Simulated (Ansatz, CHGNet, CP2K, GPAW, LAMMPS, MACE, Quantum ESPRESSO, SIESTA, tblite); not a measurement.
## Finding the fault: SIESTA, liquid 68SiO2-16Al2O3-8K2O-8MgO (mol %) at 2500 K (81 atoms)

Program: SIESTA 5.4.2, a calculation on a cell of 17 Si, 8 Al, 4 K, 2 Mg and 50 O, 13.3 Å³ an atom.

input.fdf reads:

```
SystemLabel cell
NumberOfAtoms 81
NumberOfSpecies 5
%block ChemicalSpeciesLabel
  1 14 Si
  2 13 Al
  3 19 K
  4 12 Mg
  5 8 O
%endblock ChemicalSpeciesLabel
LatticeConstant 1.0 Ang
%block LatticeVectors
  10.24123 0.00000 0.00000
  0.00000 10.24123 0.00000
  0.00000 0.00000 10.24123
%endblock LatticeVectors
PAO.BasisSize QZ3P
PAO.EnergyShift 0.01 Ry
XC.Functional GGA
XC.Authors PBE
MeshCutoff 500 Ry
%block kgrid_Monkhorst_Pack
  1 0 0 0.0
  0 1 0 0.0
  0 0 1 0.0
%endblock kgrid_Monkhorst_Pack
SolutionMethod diagon
OccupationFunction FD
ElectronicTemperature 580 K
SCF.Mixer.Method Pulay
SCF.Mixer.Weight 0.15
SCF.Mixer.History 8
SCF.Mix Hamiltonian
MaxSCFIterations 60
SCF.DM.Tolerance 1e-04
SCF.H.Tolerance 1.0e-3 eV
WriteForces T
Write.HirshfeldPop T
Write.VoronoiPop T
Write.DM F
Write.H F
XML.Write F
AtomicCoordinatesFormat Fractional
%block AtomicCoordinatesAndAtomicSpecies
  0.09210 0.87304 0.72100 1
  0.19209 0.61509 0.85193 1
  0.11290 0.25412 0.05718 1
  0.43275 0.14689 0.34713 1
  0.25872 0.77628 0.12238 1
  0.10416 0.33704 0.39737 1
  0.51844 0.91822 0.86488 1
  0.59543 0.34079 0.52934 1
  0.01873 0.04513 0.25269 1
  0.56062 0.92923 0.16264 1
[... 67 atom lines left out ...]
  0.80709 0.83990 0.46340 5
  0.95642 0.86328 0.65066 5
  0.12650 0.41352 0.27119 5
  0.61138 0.98578 0.75294 5
%endblock AtomicCoordinatesAndAtomicSpecies
```

The run is started by

```bash
OMP_NUM_THREADS=1 mpirun -np 2 siesta < input.fdf > output.txt
```

What it wrote:

```text
Version         : 5.4.2
reinit: System Name:
reinit: System Label: cell
initatom: Reading input for the pseudopotentials and atomic orbitals ----------
Species number:   1 Atomic number:   14 Label: Si
Species number:   2 Atomic number:   13 Label: Al
Species number:   3 Atomic number:   19 Label: K
Species number:   4 Atomic number:   12 Label: Mg
Species number:   5 Atomic number:    8 Label: O
size_name: Incorrect basis-size option specified, active options are:
  SZ or MINIMAL
  SZP, SZSP, SZ1P, SZP1
  DZ
  DZP, DZSP, DZP1, DZ1P or STANDARD
  DZDP, DZP2, DZ2P
  TZ
  TZP, TZSP, TZP1, TZ1P
  TZDP, TZP2, TZ2P
  TZTP, TZP3, TZ3P
stopping program
stopping program
Stopping Program from Node:    0
Stopping Program from Node:    0
```

It took 0.48 s on 2 MPI ranks of Arm Neoverse V2, shared host; peak memory 0.23 GiB.

Banners, paths, timers and routine set-up lines are dropped from the logs unmarked, and long logs keep their key lines alone; longer cuts are marked.

Q: Find the fault and mend it.

An unknown basis size: basis QZ3P. The sound run has basis DZP.

The program stopped at the start.

[Also dropped from logs without a mark: logging warnings of Python, and SIESTA's first energy breakdown and zero terms.]

[Logs are printed without paths, hosts, clocks, repeated set-up lines and the standing remarks that a program may print on its own settings, such as how far it seeks lower states.]

[Hosts, paths, dates, database ids (printed as entryN), source tags and the programs' standing remarks are cut or masked in the printed files.]
